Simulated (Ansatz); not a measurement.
## Starting-point dependence of the GW gap of BaTiO3 (Pm-3m)

One-shot GW is not self-consistent; how far does the start matter for BaTiO3 (Pm-3m)?

Main program and level: Ansatz 0.2.0; G0W0 on several functionals, plane waves, PAW.

Most raw output is cut from this account.

In doubt: masses and optical values from hybrid runs of this build are listed as unsure (steps 3, 4), which bears on the screening that GW takes from such a start.

**1. The structure**

Symmetry: Pm-3m, No. 221, cubic system. The conventional cell has a = 4.006 Å, b = 4.006 Å, c = 4.006 Å, α = 90.00°, β = 90.00°, γ = 90.00°. Nearest to Ba lie 12 O at 2.83 Å. Ti has 6 O at 2.00 Å nearest. O has 2 Ti at 2.00 Å and 4 Ba at 2.83 Å nearest. Farther neighbours and most contacts between anions are not listed.

The cell and positions come from the Crystallography Open Database and are kept as given unless a step says otherwise. Spin-orbit coupling is left out unless a step names it. The default PAW set here is soft_2. Its files were made with PBE.

**2. G0W0 on LDA**

G0W0 replaces the xc potential by the self-energy, built once from these orbitals. Only a window of levels is corrected, while the sums run over the empty bands that the input names.

This step: G0W0 on LDA, plane waves, PAW.

input.yaml

```yaml
crystal:
  lattice:
    - [4.006, 0.0, 0.0]
    - [0.0, 4.006, 0.0]
    - [0.0, 0.0, 4.006]
  atoms:
    - { symbol: Ba, position: [0.5, 0.5, 0.5] }
    - { symbol: Ti, position: [0.0, 0.0, 0.0] }
    - { symbol: O, position: [0.5, 0.0, 0.0] }
    - { symbol: O, position: [0.0, 0.5, 0.0] }
    - { symbol: O, position: [0.0, 0.0, 0.5] }
kpoints:
  mp_grid: { grid: [4, 4, 4] }
hamiltonian:
  xc: lda
scf:
  occupations: { method: fixed }
gw:
  n_empty_bands: 509
  ecut_chi: 230.0
  qp_bands: [v2, c2]
  qp_kpoints: band_edges
  screening: { model: contour_deformation }
```

Command:

```console
> ansatz run input.yaml --threads 3 --pin off --max-ram 92160MiB --backend cuda --events-out ev --progress --plain --runs-dir out --devices 1 --max-vram 13GiB  # rebuilt from the run's record
```

Wall time 13 s (1 × NVIDIA H100 80GB HBM3 (shared by 6 runs) with 3 threads of AMD EPYC 7R13 (Zen 3), shared host); peak memory 1.6 GiB; 21 s of CPU time.

Numbers from this step:

```yaml
bands_summed: 529
rpa_eps_infinity_on_this_mesh_eigenvalues: 7.256, 7.256, 7.256
plane_waves_in_the_screening_matrix: 485
q_points_in_the_mesh: 64
g0w0_gap_on_the_mesh: 3.279 eV
k_of_the_valence_top: -0.5, -0.5, -0.5
k_of_the_conduction_bottom: 0, 0, 0
starting_gap_on_the_mesh: 1.702 eV
z_at_the_valence_top: 0.7008
z_at_the_conduction_bottom: 0.7243
least_direct_g0w0_gap_on_the_computed_points: 3.406 eV
```

The gap on the mesh goes from 1.70 eV to 3.28 eV, a correction of +1.58 eV. Between the two edge states, bare exchange in place of the xc potential would open the gap by 12.86 eV, and correlation takes back 11.28 eV.

**3. G0W0 on HSE06**

One-shot GW remembers its start. Another functional's orbitals and levels show by how much.

This step: G0W0 on HSE06, plane waves, PAW.

Edit input.yaml of step 2 so:

```diff
@@ -14,3 +14,3 @@
 hamiltonian:
-  xc: lda
+  xc: hse06
 scf:
```

Wall time 47 s (1 × NVIDIA H100 80GB HBM3 (shared by 6 runs) with 3 threads); peak memory 1.8 GiB.

Numbers from this step:

```yaml
bands_summed: 529
rpa_eps_infinity_on_this_mesh_eigenvalues: 4.865, 4.865, 4.865
plane_waves_in_the_screening_matrix: 485
q_points_in_the_mesh: 64
g0w0_gap_on_the_mesh: 3.480 eV
k_of_the_valence_top: -0.5, -0.5, -0.5
k_of_the_conduction_bottom: 0, 0, 0
starting_gap_on_the_mesh: 3.182 eV
z_at_the_valence_top: 0.7507
z_at_the_conduction_bottom: 0.7678
least_direct_g0w0_gap_on_the_computed_points: 3.626 eV
```

Against the run with 4×4×4 mesh, 509 empty bands, screening to 230 eV on LDA, the gap moves by +0.20 eV, while the start moved by +1.48 eV.

**4. G0W0 on PBE0**

This step: G0W0 on PBE0, plane waves, PAW.

Edit input.yaml of step 3 so:

```diff
@@ -14,3 +14,3 @@
 hamiltonian:
-  xc: hse06
+  xc: pbe0
 scf:
```

Wall time 38 s (1 × NVIDIA H100 80GB HBM3 (shared by 6 runs) with 3 threads); peak memory 1.8 GiB; 49 s of CPU time.

This step gave:

```
bands summed                                 : 529
RPA ε∞ on this mesh (eigenvalues)            : 4.489, 4.489, 4.489
plane waves in the screening matrix          : 485
G0W0 gap on the mesh                         : 3.752 eV
k of the valence top                         : -0.5, -0.5, -0.5
k of the conduction bottom                   : 0, 0, 0
starting gap on the mesh                     : 3.927 eV
least direct G0W0 gap on the computed points : 3.889 eV
```

Against the run with 4×4×4 mesh, 509 empty bands, screening to 230 eV on HSE06, the gap moves by +0.27 eV, while the start moved by +0.74 eV.

**5. Side by side**

All on the 4×4×4 mesh with 509 empty bands and screening to 230 eV. Times are wall times on 1 × NVIDIA H100 80GB HBM3 (shared by 6 runs) with 3 threads of AMD EPYC 7R13 (Zen 3), shared host, good to a factor of about two.

```tsv
start	starting gap (eV)	shift (eV)	G0W0 gap (eV)	RPA ε∞ (harmonic mean)	Z (valence, conduction)	time
LDA	1.70	+1.58	3.28	7.26	0.70, 0.72	13 s
HSE06	3.18	+0.30	3.48	4.87	0.75, 0.77	47 s
PBE0	3.93	−0.17	3.75	4.49	0.77, 0.78	38 s
```

How the two edges are built up, in eV (the quasiparticle level is the starting level plus Σx plus Σc less Vxc):

```tsv
run	edge	start	Σx	Σc	Vxc	Z	QP
LDA	valence top	9.89	-25.76	4.48	-20.89	0.70	9.50
LDA	conduction bottom	11.59	-12.59	-6.80	-20.59	0.72	12.78
HSE06	valence top	9.25	-25.93	4.12	-21.89	0.75	9.33
HSE06	conduction bottom	12.43	-11.99	-6.28	-18.65	0.77	12.81
PBE0	valence top	8.86	-25.93	3.97	-22.30	0.77	9.19
PBE0	conduction bottom	12.78	-11.98	-6.13	-18.26	0.78	12.94
```

For a hybrid start, Vxc holds its share of exact exchange.

**6. Summary of results**

| Quantity | Value |
| --- | --- |
| G0W0@LDA | 3.28 eV (start 1.70 eV) |
| G0W0@HSE06 | 3.48 eV (start 3.18 eV) |
| G0W0@PBE0 | 3.75 eV (start 3.93 eV) |
| known limits | not at the basis limit; no spin-orbit coupling; coarse k mesh |

What this shows: The starting gaps span 2.22 eV and the G0W0 gaps 0.47 eV. Between LDA and PBE0, 0.47 eV of the 2.22 eV survives, 21 %. PBE0 screens less than LDA (ε∞ 4.49 against 7.26). Of the 0.47 eV by which its G0W0 gap is higher, the correlation part gives +1.18 eV, and exchange with the one-particle terms, which follow the orbitals, −0.71 eV. On PBE0 the correction is negative: that start lies above its own G0W0 value. The smallest correction, −0.17 eV, is on PBE0, the start nearest to reproducing itself. Bands and cutoff are finite, so the gap is not at the basis limit. The miss can reach some tenths of an eV and take either sign; the mesh is an error of its own. The 4×4×4 mesh is coarse for this cell (its supercell is 16 Å along the shortest edge). The RPA ε∞ on it, from the LDA start, is 7.26; such meshes misread the long-range screening, most where the gap is narrow. The program warns that the mesh is coarse for exact exchange, which bears on the hybrid start's gap. This is the ideal cubic cell; many perovskites, halides above all, are cubic only on average, and local tilts or off-centring can widen the gap. The many-body steps are scalar-relativistic: spin-orbit coupling is not in them.

[Paths, hosts, dates, memory and timing lines, banners, echoed tables and standing remarks are left out of the program output.]

[Logs are printed without paths, hosts, clocks, repeated set-up lines and the standing remarks that a program may print on its own settings, such as how far it seeks lower states.]

[Runs of the session that timed out or met a known fault of the program may be left out.]

[Cells called generated may have been cut or substituted from an entry of the Crystallography Open Database or the Materials Project.]

[Hosts, paths, dates, database ids (printed as entryN), source tags and the programs' standing remarks are cut or masked in the printed files.]
